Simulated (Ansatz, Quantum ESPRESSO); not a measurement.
# Conductance against width: a In chain with one bond drawn out, part 3 of 5

Wanted: T at the Fermi level along a series, and its decay constant, for a In chain with one bond drawn out.

Quantum ESPRESSO 7.5; plane-wave DFT, PBE, GBRV ultrasoft pseudopotentials; cross-check by Ansatz 0.2.0 with PAW datasets.

So far. Step 2 (SCF with pw.x, 0.5 Å): The run needed 16 iterations to bring the estimated error under 1e-07 Ry; the largest force on any atom, held or free, is 0.50 eV/Å.

**4. Cross-check with Ansatz, 0.5 Å**

A second code with its own PAW datasets, on the same atoms.

Level of this step: plane-wave DFT, PBE, Ansatz PAW (Ansatz 0.2.0).

input.yaml reads:

```yaml
crystal:
  lattice:
    - [7.5, 0.0, 0.0]
    - [0.0, 7.5, 0.0]
    - [0.0, 0.0, 30.0]
  atoms:
    - { symbol: In, position: [0.5, 0.5, 0.0] }
    - { symbol: In, position: [0.5, 0.5, 0.0983333333] }
    - { symbol: In, position: [0.5, 0.5, 0.1966666667] }
    - { symbol: In, position: [0.5, 0.5, 0.295] }
    - { symbol: In, position: [0.5, 0.5, 0.3933333333] }
    - { symbol: In, position: [0.5, 0.5, 0.5083333333] }
    - { symbol: In, position: [0.5, 0.5, 0.6066666667] }
    - { symbol: In, position: [0.5, 0.5, 0.705] }
    - { symbol: In, position: [0.5, 0.5, 0.8033333333] }
    - { symbol: In, position: [0.5, 0.5, 0.9016666667] }
kpoints:
  mp_grid: { grid: [1, 1, 4] }
hamiltonian:
  xc: pbe
scf:
  occupations: { method: fermi_dirac, width: 0.1 }
  convergence: { dr2_threshold: 1.0e-08 }
output:
  transmission:
    leads: [[0, 1]]
    e_range: [-2.0, 2.0]
    de: 0.05
    kmesh: [1, 1]
    reduced_basis: true
  write_potential: true
  write_density: true
  volumetric_format: npy
```

Run with:

```
$ ansatz run input.yaml --threads 4 --pin off --max-ram 8192MiB --backend cpu --events-out ev --progress --plain --runs-dir out
```

Numbers of over 12 decimals in the logs are rounded to 6 here.

Output:

```text
Engine: ansatz 0.2.0, aarch64-unknown-linux-gnu
Pseudopotentials: kind: paw
Pseudopotential: In, paw, valence charge 13, recommended cutoff 420 eV (normal), In.paw.azcp
Functional definition: PBE
  parameter kappa = 0.804
  parameter beta = 0.066725
  exchange = pbe_x(kappa = kappa, mu = beta*pi^2/3)
  correlation = pbe_c(beta = beta)
Crystal: 10 atoms, lattice volume = 1687.500 Å³
Basis set: ecut = 420 eV, 33005 PW (Γ)
Bands: 78, of which v1, the nominal top of the filled ones, is band 65 counted from 1 (64 counted from 0)
Symmetry: 16 space group operations
Space group: P4/mmm (ITA 123), of the structure as read, at distance tolerance 1.2e-4 Å
k-points: 3 of 4
Non-local potential: In, projectors of the file, l = 0: 2, l = 1: 2, l = 2: 2, l = 3: 2
PAW form: soft (Blöchl's): semilocal exchange-correlation on the pseudo side does not see the compensation charge
PAW one-centre angular grid: In, 590 points (default); XC on 64 Gauss nodes
Initial density: superposition of atomic densities (neutral atoms: chi_scale 0, normalization atom), corrected by the library's trained network
Initial wavefunctions: pseudopotential atomic-orbital guess
Functional: x = pbe(κ = 0.804, μ = 0.219515), c = pbe(β = 0.066725)
SCF iter   1: F=—  HF=-55966.297626 eV  |F-HF|=—  |Δ(HF+E_count)|=         —  Δρ=9.48e-4  dr2=9.49e-2  ethr=1.77e-3  ⟨swp⟩=5.3  Hψ=821  notcnv=0
preconditioner: auto → LDOS  [metal: Δε(μ)=0.053 eV  Ē_g=13.204 eV  σ=0.100 eV  W_gap=0.13  n_scr=148 (ndim 8)  ℏωp=10.3 eV  f_vac=0.628  D(μ)=24.25/eV (n_scr^D=110)  β→1.0]
SCF iter   2: F=—  HF=-55966.281923 eV  |F-HF|=—  |Δ(HF+E_count)|=   1.57e-2  Δρ=8.02e-4  dr2=1.68e-2  ethr=7.30e-5  ⟨swp⟩=2.3  Hψ=482  notcnv=0
SCF iter   3: F=—  HF=-55966.282151 eV  |F-HF|=—  |Δ(HF+E_count)|=   2.29e-4  Δρ=7.02e-4  dr2=1.08e-2  ethr=1.29e-5  ⟨swp⟩=2.0  Hψ=433  notcnv=0
SCF iter   4: F=—  HF=-55966.278338 eV  |F-HF|=—  |Δ(HF+E_count)|=   3.81e-3  Δρ=9.02e-5  dr2=5.23e-4  ethr=8.33e-6  ⟨swp⟩=2.0  Hψ=431  notcnv=0
SCF iter   5: F=—  HF=-55966.278427 eV  |F-HF|=—  |Δ(HF+E_count)|=   8.88e-5  Δρ=2.23e-5  dr2=2.41e-5  ethr=4.03e-7  ⟨swp⟩=2.0  Hψ=287  notcnv=0
SCF iter   6: F=—  HF=-55966.278427 eV  |F-HF|=—  |Δ(HF+E_count)|=   3.46e-7  Δρ=1.49e-5  dr2=8.69e-6  ethr=1.85e-8  ⟨swp⟩=2.3  Hψ=452  notcnv=0
SCF iter   7: F=—  HF=-55966.278182 eV  |F-HF|=—  |Δ(HF+E_count)|=   2.45e-4  Δρ=6.02e-6  dr2=2.32e-6  ethr=6.69e-9  ⟨swp⟩=2.0  Hψ=432  notcnv=0
SCF iter   8: F=—  HF=-55966.278182 eV  |F-HF|=—  |Δ(HF+E_count)|=   1.66e-7  Δρ=2.15e-6  dr2=3.64e-7  ethr=1.78e-9  ⟨swp⟩=2.0  Hψ=274  notcnv=0
SCF iter   9: F=—  HF=-55966.278182 eV  |F-HF|=—  |Δ(HF+E_count)|=   2.32e-8  Δρ=1.20e-6  dr2=4.30e-8  ethr=2.80e-10  ⟨swp⟩=3.0  Hψ=503  notcnv=0
SCF iter  10: F=—  HF=-55966.278182 eV  |F-HF|=—  |Δ(HF+E_count)|=   7.92e-9  Δρ=5.09e-7  dr2=1.27e-8  ethr=7.69e-12  ⟨swp⟩=6.0  Hψ=700  notcnv=0
SCF iter  11: F=-55966.278182 eV  HF=-55966.278182 eV  |F-HF|=1.91e-9  |Δ(HF+E_count)|=  7.28e-10  Δρ=1.84e-7  dr2=3.02e-9  ethr=7.69e-12  ⟨swp⟩=3.3  Hψ=462  notcnv=0
SCF 1 converged in 11 iterations: F = -55966.278182 eV  dr2 = 3.02e-9
  greatest PAW one-centre occupation: 0.983 electrons in one spin orbital (limit 2), on the In atom at site 5 (counted from 0), in its partial waves of l = 2
transmission: 38 of 228 steps passed
transmission: 76 of 228 steps passed
[...]
transmission: 228 of 228 steps passed
WARN: The output density's exchange-correlation potential varies sharply where the density is thin. Do not read a vacuum level from v_tot or v_xc, or from such a field of the output density. On a cell that repeats whose density bears no net charge and no dipole along the vacuum's axis use v_es (v_loc + v_h of the components); under efield.dipole_correction with no amplitude use v_es + v_field, which holds any externa [...]
SCF converged after 11 iterations
Free energy (F): -55966.278182 eV
Harris-Foulkes:  -55966.278182 eV  (|F-HF|=1.91e-9)
Internal energy: -55965.517646 eV  (E = F + TS)
E sigma→0 (E₀):  -55965.897914 eV
Entropy (-TS):   -0.760536 eV (-76.054 meV/atom)
Fermi energy:    -1.102990 eV
--- Per-component energies (eV) ---
  E_band       = -1736.088471
  E_kinetic    = 2395.944117
  E_local      = -24676.161743  (includes V_loc(G=0)·N_el)
  E_nonlocal   = 3655.002692
  E_hartree    = 10417.657152
  E_xc         = -2147.166643
  E_vxc        = -979.714213  (∫ρ·V_xc dr)
  E_paw        = -41506.536798  (= ΣΔE_a)
  E_vpaw       = -2966.473872  (= ΣTr[D̂ρ^β])
  E_aug_tail   = 0.000257  (compensation charges beyond the density's cutoff)
  E_ewald      = -4104.256680
  E_smearing   = -0.760536  (= −TS)
  E_closure    = 0.000000  (closes the sum)
  Σ components = -55966.278182   (vs F -55966.278182, Δ=0.00e0)
--- Band table (eV) ---
  k-point 0: bands = [... 61 lower, -1.2632, -1.2632, -1.0962, -1.0962, -1.0515, -1.0515, -0.7877, -0.5940, ... 9 higher]
  k-point 1: bands = [... 61 lower, -1.2526, -1.2526, -1.2319, -1.1553, -1.1553, -0.9713, -0.9713, -0.6951, ... 9 higher]
  k-point 2: bands = [... 61 lower, -1.6501, -1.2317, -1.2317, -1.1981, -1.1981, -0.8826, -0.8826, -0.8027, ... 9 higher]
--- Transmission ---
  basis      : 497 plane waves across, 38 finite elements along
  points     : 1, standing for a mesh of 1 x 1
  energies   : 81 from -2.000000 to 2.000000 eV about the Fermi level, 0.050000 eV apart; the leads are filled to 0.000000 eV, and channels, transmission and decay are at 0.000000 eV
  crystal 0  : In1, at the sites [0, 1], period 2.9500 Å, over 29.50 Å; its Hamiltonian steps by up to 1.7 meV
    offset         : up to 0.0000 Å between an atom of the period and one for which it stands
    channels       : 3.000000e0 a spin
    conductance    : none, the energies end too early or step too widely for 300 K: set another output.transmission.e_range or a lower de, or, where they end at an eighth of basis.ecutwfc, a higher one
  junction   : crystal 0 to crystal 0, -1.48 to 25.57 Å
    transmission   : 2.648594e0 a spin
    error estimate : 5.625019e-5 a spin from the reduction of the transverse basis, at the most 1.723646e-4 at -0.150000 eV
    conductance    : none, the energies end too early or step too widely for 300 K: set another output.transmission.e_range or a lower de, or, where they end at an eighth of basis.ecutwfc, a higher one
```

Wall time 30 s (4 threads of Arm Neoverse V2, shared host); peak memory 2.4 GiB; 1.8 min of CPU time.

Numbers from this step:

- free energy: -55966.2782 eV
- energy at zero smearing: -55965.8979 eV
- smearing term TS: 0.7605 eV
- Fermi energy: -1.103 eV
- symmetry operations: 16
- transmission at the Fermi level, one spin: 2.649
- step of the lead's Hamiltonian over a period: 1.7 meV

Per spin. Transmission against energy, zero at the Fermi level:

```tsv
energy (eV)	transmission
-2.000	0
-1.800	0
-1.600	0
-1.400	0
-1.200	0.918
-1.000	0.931
-0.800	0.930
-0.600	0.929
-0.400	0.928
-0.200	0.928
0.000	2.65
0.050	2.65
0.200	2.58
0.400	2.48
0.600	2.45
0.800	2.47
1.000	2.51
1.200	2.53
1.400	2.54
1.600	2.54
1.800	2.53
2.000	2.50
```

Per spin. The open channels by energy, zero at the Fermi level:

```tsv
energy (eV)	open channels
-2.00	0
-1.90	0
-1.80	0
-1.70	0
-1.55	0
-1.45	0
-1.35	0
-1.25	1
-1.15	1
-1.05	1
-0.90	1
-0.80	1
-0.70	1
-0.60	1
-0.50	1
-0.40	1
-0.25	1
-0.15	3
-0.05	3
0.00	3
0.05	3
0.15	3
0.25	3
0.40	3
0.50	3
0.60	3
0.70	3
0.80	3
0.90	3
1.05	3
1.15	3
1.25	3
1.35	3
1.45	3
1.55	3
1.70	3
1.80	3
1.90	3
2.00	3
```

Ansatz finds T = 2.65 against pwcond's 2.75.

**5. Self-consistent run, 1.2 Å**

Level of this step: plane-wave DFT, PBE, GBRV ultrasoft pseudopotentials (Quantum ESPRESSO 7.5).

j1.scf.in reads:

```
&control
  prefix = 'j1.scf'
  outdir = './out'
  pseudo_dir = './pseudo'
  calculation = 'scf'
  tprnfor = .true.
/
&system
  ibrav = 0
  nat = 10
  ntyp = 1
  ecutwfc = 34
  ecutrho = 170
  occupations = 'smearing'
  smearing = 'mv'
  degauss = 0.01
/
&electrons
  conv_thr = 1e-07
  mixing_beta = 0.25
  electron_maxstep = 120
  mixing_mode = 'local-TF'
/
ATOMIC_SPECIES
  In  114.8180  in_pbe_v1.4.uspp.F.UPF
CELL_PARAMETERS angstrom
  7.50000000000000 0.00000000000000 0.00000000000000
  0.00000000000000 7.50000000000000 0.00000000000000
  0.00000000000000 0.00000000000000 30.70000000000000
ATOMIC_POSITIONS crystal
  In  0.500000000000 0.500000000000 0.000000000000
  In  0.500000000000 0.500000000000 0.096091205212
  In  0.500000000000 0.500000000000 0.192182410423
  In  0.500000000000 0.500000000000 0.288273615635
  In  0.500000000000 0.500000000000 0.384364820847
  In  0.500000000000 0.500000000000 0.519543973941
  In  0.500000000000 0.500000000000 0.615635179153
  In  0.500000000000 0.500000000000 0.711726384365
  In  0.500000000000 0.500000000000 0.807817589577
  In  0.500000000000 0.500000000000 0.903908794788
K_POINTS automatic
  1 1 3 0 0 0
```

Run with:

```
$ OMP_NUM_THREADS=1 mpirun -n 4 pw.x -nk 1 -in j1.scf.in > j1.scf.out
```

Output:

```text
[banner, memory and clock lines left out]
Program PWSCF v.7.5 starts
[...]
Message from routine setup:
[...]
number of electrons       =       130.00
     number of Kohn-Sham states=           78
     kinetic-energy cutoff     =      34.0000  Ry
     charge density cutoff     =     170.0000  Ry
[...]
number of k points=     2  Marzari-Vanderbilt smearing, width (Ry)=  0.0100
[...]
Dense  grid:   436149 G-vectors     FFT dimensions: (  60,  60, 243)
[...]
negative rho (up, down):  1.462E-02 0.000E+00
     Starting wfcs are   90 randomized atomic wfcs
[...]
negative rho (up, down):  4.335E-01 0.000E+00
[...]
estimated scf accuracy    <      52.35894932 Ry
[...]
negative rho (up, down):  1.515E+00 0.000E+00
[...]
estimated scf accuracy    <      27.95965426 Ry
[...]
negative rho (up, down):  1.632E+00 0.000E+00
[...]
estimated scf accuracy    <       1.84165249 Ry
[...]
negative rho (up, down):  1.417E+00 0.000E+00
[...]
estimated scf accuracy    <       0.79786522 Ry
[...]
negative rho (up, down):  1.024E+00 0.000E+00
[...]
estimated scf accuracy    <       0.32080573 Ry
[...]
negative rho (up, down):  8.059E-01 0.000E+00
[...]
estimated scf accuracy    <       0.05279614 Ry
[...]
negative rho (up, down):  1.660E-01 0.000E+00
[...]
estimated scf accuracy    <       0.03583079 Ry
[...]
negative rho (up, down):  6.585E-02 0.000E+00
[...]
estimated scf accuracy    <       0.01244573 Ry
[...]
negative rho (up, down):  2.208E-02 0.000E+00
[...]
estimated scf accuracy    <       0.00301995 Ry
[...]
negative rho (up, down):  1.182E-02 0.000E+00
[...]
estimated scf accuracy    <       0.00110045 Ry
[...]
negative rho (up, down):  5.042E-03 0.000E+00
[...]
estimated scf accuracy    <       0.00020251 Ry
[...]
negative rho (up, down):  5.480E-03 0.000E+00
[...]
estimated scf accuracy    <       0.00003817 Ry
[...]
negative rho (up, down):  5.129E-03 0.000E+00
[...]
estimated scf accuracy    <       0.00001076 Ry
[...]
negative rho (up, down):  4.955E-03 0.000E+00
[...]
estimated scf accuracy    <       0.00000107 Ry
[...]
negative rho (up, down):  4.846E-03 0.000E+00
[...]
estimated scf accuracy    <       0.00000103 Ry
[...]
negative rho (up, down):  5.014E-03 0.000E+00
[...]
the Fermi energy is    -1.1510 ev
!    total energy              =   -1333.80860456 Ry
     estimated scf accuracy    <       0.00000008 Ry
     smearing contrib. (-TS)   =      -0.00361247 Ry
     internal energy E=F+TS    =   -1333.80499209 Ry
[...]
one-electron contribution =   -1426.15566268 Ry
     hartree contribution      =     766.43339567 Ry
     xc contribution           =    -376.24342366 Ry
     ewald contribution        =    -297.83930142 Ry
     convergence has been achieved in  16 iterations
     negative rho (up, down):  5.014E-03 0.000E+00
[...]
Total force =     0.029967     Total SCF correction =     0.000371
[...]
```

It took 75 s on 4 MPI ranks; peak memory 1.9 GiB.

This step gave:

* free energy: -18147.3906 eV
* Fermi energy: -1.151 eV

**6. Transmission with pwcond.x, 1.2 Å**

j1.cond.in reads:

```
&inputcond
  outdir = './out'
  prefixt = 'j1.scf'
  tran_file = 'j1.cond.dat'
  bdl = 0.7866666667
  bds = 4.0933333333
  ikind = 1
  ewind = 4.0
  epsproj = 1e-05
  nz1 = 7
  energy0 = 2.0
  denergy = -0.1
/
1
  0.00000000 0.00000000 1.00000000
41
```

Run with:

```
$ OMP_NUM_THREADS=1 mpirun -n 4 pwcond.x -in j1.cond.in > j1.cond.out
```

Output:

```text
[banner, memory and clock lines left out]
Program PWCOND v.7.5 starts
[citation notice left out]

[...]
./out/j1.scf.save/

[...]
negative rho (up, down):  5.014E-03 0.000E+00
     Reading collected, re-writing distributed wavefunctions

===== INPUT FILE containing all the regions =====

     GEOMETRY:

     lattice parameter (alat)  =      14.1729  a.u.
     the volume                =   11653.5301 (a.u.)^3
     the cross section         =     200.8724 (a.u.)^2
     l of the unit cell        =       4.0933 (alat)
[...]
T_tot    -0.30000      0.12087E+01
   T_tot    -0.40000      0.11979E+01
   T_tot    -0.50000      0.11865E+01
   T_tot    -0.60000      0.11750E+01
   T_tot    -0.70000      0.11639E+01
   T_tot    -0.80000      0.11537E+01
   T_tot    -0.90000      0.11437E+01
   T_tot    -1.00000      0.11309E+01
   T_tot    -1.10000      0.10998E+01
   T_tot    -1.20000      0.94754E+00
   T_tot    -1.30000      0.00000E+00
   T_tot    -1.40000      0.00000E+00
   T_tot    -1.50000      0.00000E+00
   T_tot    -1.60000      0.00000E+00
   T_tot    -1.70000      0.00000E+00
   T_tot    -1.80000      0.00000E+00
   T_tot    -1.90000      0.00000E+00
   T_tot    -2.00000      0.00000E+00

[...]
```

Wall time 4.2 min (4 MPI ranks); peak memory 0.52 GiB; 17 min of CPU time.

Read from the output:

```
transmission at the Fermi level, one spin : 1.640
conductance                               : 1.640 G₀
```

Per spin. Table of transmission by energy, zero at the Fermi level:

```tsv
energy (eV)	transmission
-2.00	0
-1.90	0
-1.80	0
-1.70	0
-1.60	0
-1.50	0
-1.40	0
-1.20	0.474
-1.10	0.550
-1.00	0.565
-0.90	0.572
-0.80	0.577
-0.70	0.582
-0.60	0.587
-0.50	0.593
-0.40	0.599
-0.30	0.604
-0.20	0.609
-0.10	1.33
0.00	1.64
0.10	1.41
0.20	1.21
0.30	1.15
0.40	1.14
0.50	1.14
0.60	1.14
0.70	1.15
0.80	1.16
0.90	1.20
1.00	1.28
1.10	1.21
1.20	1.29
1.40	1.36
1.50	1.38
1.60	1.39
1.70	1.40
1.80	1.41
1.90	1.43
2.00	1.47
```

T goes from 2.75 to 1.64, a factor of 1.7.

**7. The same in Ansatz, 1.2 Å**

Level of this step: plane-wave DFT, PBE, Ansatz PAW (Ansatz 0.2.0).

input.yaml reads:

```yaml
crystal:
  lattice:
    - [7.5, 0.0, 0.0]
    - [0.0, 7.5, 0.0]
    - [0.0, 0.0, 30.7]
  atoms:
    - { symbol: In, position: [0.5, 0.5, 0.0] }
    - { symbol: In, position: [0.5, 0.5, 0.0960912052] }
    - { symbol: In, position: [0.5, 0.5, 0.1921824104] }
    - { symbol: In, position: [0.5, 0.5, 0.2882736156] }
    - { symbol: In, position: [0.5, 0.5, 0.3843648208] }
    - { symbol: In, position: [0.5, 0.5, 0.5195439739] }
    - { symbol: In, position: [0.5, 0.5, 0.6156351792] }
    - { symbol: In, position: [0.5, 0.5, 0.7117263844] }
    - { symbol: In, position: [0.5, 0.5, 0.8078175896] }
    - { symbol: In, position: [0.5, 0.5, 0.9039087948] }
kpoints:
  mp_grid: { grid: [1, 1, 4] }
hamiltonian:
  xc: pbe
scf:
  occupations: { method: fermi_dirac, width: 0.1 }
  convergence: { dr2_threshold: 1.0e-08 }
output:
  transmission:
    leads: [[0, 1]]
    e_range: [-2.0, 2.0]
    de: 0.05
    kmesh: [1, 1]
    reduced_basis: true
  write_potential: true
  write_density: true
  volumetric_format: npy
  elf: true
```

Run with:

```
$ ansatz run input.yaml --threads 4 --pin off --max-ram 8192MiB --backend cpu --events-out ev --progress --plain --runs-dir out
```

Output:

```text
[...]
Crystal: 10 atoms, lattice volume = 1726.875 Å³
Basis set: ecut = 420 eV, 33799 PW (Γ)
Bands: 78, of which v1, the nominal top of the filled ones, is band 65 counted from 1 (64 counted from 0)
Symmetry: 16 space group operations
[...]
k-points: 3 of 4
[...]
k-point 2: bands = [... 61 lower, -1.5747, -1.2596, -1.2596, -1.1912, -1.1912, -0.9528, -0.9528, -0.7847, ... 9 higher]
--- Transmission ---
  basis      : 497 plane waves across, 39 finite elements along
  points     : 1, standing for a mesh of 1 x 1
[...]
channels       : 3.000000e0 a spin
[...]
junction   : crystal 0 to crystal 0, -1.48 to 26.27 Å
    transmission   : 1.363694e0 a spin
[...]
[key lines of the parts left out:]
SCF converged after 12 iterations
Free energy (F): -55966.064277 eV
Fermi energy:    -1.128898 eV
```

Run time: 31 s. Hardware: 4 threads; peak memory 2.4 GiB; 1.9 min of CPU time.

Numbers from this step:

```
free energy                                  : -55966.0643 eV
energy at zero smearing                      : -55965.6706 eV
smearing term TS                             : 0.7874 eV
Fermi energy                                 : -1.129 eV
transmission at the Fermi level, one spin    : 1.364
step of the lead's Hamiltonian over a period : 6.7 meV
```

Per spin. The transmission by energy, zero at the Fermi level:

```tsv
energy (eV)	transmission
-2.00	0
-1.90	0
-1.80	0
-1.70	0
-1.55	0
-1.45	0
-1.35	0
-1.25	0.308
-1.15	0.465
-1.05	0.514
-0.90	0.546
-0.80	0.558
-0.70	0.567
-0.60	0.575
-0.50	0.582
-0.40	0.588
-0.25	0.596
-0.15	0.744
-0.05	1.26
0.00	1.36
0.05	1.38
0.15	1.31
0.25	1.23
0.40	1.16
0.50	1.15
0.60	1.15
0.70	1.17
0.80	1.19
0.90	1.22
1.05	1.26
1.15	1.29
1.25	1.31
1.35	1.33
1.45	1.34
1.55	1.36
1.70	1.37
1.80	1.37
1.90	1.38
2.00	1.39
```

Ansatz finds T = 1.36 against pwcond's 1.64.

(Continued in part 4 of 5.)

[Logs are printed without paths, hosts, clocks, repeated set-up lines and the standing remarks that a program may print on its own settings, such as how far it seeks lower states.]

[Hosts, paths, dates, database ids (printed as entryN), source tags and the programs' standing remarks are cut or masked in the printed files.]

[Maps of the electrostatic potential energy from Ansatz leave out the sawtooth potential of an applied field or a dipole correction, so their vacuum need not be flat; planar profiles and work functions include it.]
